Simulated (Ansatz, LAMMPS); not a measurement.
# Force difference against the radius of support functions in ionic liquid triethylsulfonium BF4- with Li salt at 350 K (168 atoms)

Density of this cell: 1.24 g/cm³. The cell holds 168 atoms: 36 C, 6 S, 90 H, 7 B, 28 F and 1 Li. Its edges and angles: a = 12.118 Å, b = 12.118 Å, c = 12.118 Å, α = 90.0°, β = 90.0°, γ = 90.0°. 6 triethylsulfonium, 7 BF4-, 1 Li+ placed at random, at 1.24 g/cm³; overlaps pushed apart, then 10 ps at 700 K with stiff harmonic cages for PF6 and BF4 with UFF radii; Joung-Cheatham ions (J. Phys. Chem. B 112, 9020 (2008)); MMFF94 bonds, angles, torsions, charges and radii (Halgren, J. Comput. Chem. 17, 490 (1996)) in harmonic and 12-6 forms; charges of ions scaled by 0.8. Snapshot after 30 ps at 350 K and fixed volume.

Calculated with Ansatz 0.2.0: Kohn-Sham DFT, PBE+D4, PAW (set soft_2), localised support functions (medium), with the radius typed; the reference is Kohn-Sham DFT, PBE+D4, PAW (set soft_2), plane waves, cutoff 750 eV, Γ point, fixed occupations, with an r.m.s. force component of 0.999 eV/Å.

| radius (Å) | r.m.s. force difference (meV/Å) | time |
| --- | --- | --- |
| 3.34 | 0.459 | 35 s |
| 3.61 | 0.402 | 38 s |
| 3.85 | 0.36 | 48 s |
| 4.13 | 0.352 | 60 s |
| 4.64 | ? | ? |
| 5.16 | 0.334 | 1.9 min |

Task: Fit a power law of the radius to the rows given and interpolate to the withheld row.

Worked fit:

A power law y = A x^b is a line in u = ln x and v = ln y.

| u = ln x | v = ln y |
| --- | --- |
| 1.20597 | -0.778705 |
| 1.28371 | -0.911303 |
| 1.34807 | -1.02165 |
| 1.41828 | -1.04412 |
| 1.64094 | -1.09661 |

With n = 5: mean u = 1.37939, mean v = -0.970480, Σ(u − ū)² = 0.11013, Σ(u − ū)(v − v̄) = -0.073171. Slope b = -0.073171 / 0.11013 = -0.66441; intercept a = v̄ − b ū = -0.053995.

At the withheld row u = 1.535, v = a + b u = -1.074, and y = exp(v).

Prediction at 4.64: 0.3417 meV/Å. The run gave 0.34 meV/Å, so the fit is high by 0.0017 meV/Å (0.51 % of the value).

The fitted exponent is -0.66. Between neighbouring rows, the withheld one included, the exponents are -1.7, -1.7, -0.32, -0.30 and -0.17, so one power law doesn't hold over the range: the values level off at a floor. Among the rows given, the largest relative miss of the fit is at 3.85, by 0.027 meV/Å (7.5 %).

Limits: The difference holds the reference's own basis error, which sets a floor under it.

[Hosts, paths, dates, database ids (printed as entryN), source tags and the programs' standing remarks are cut or masked in the printed files.]

[The MMFF94 radii named for the starting cell were scaled by 0.96; in molecules described by MMFF94, hydrogen bound to N, O or S took a small fixed 12-6 site in their place.]
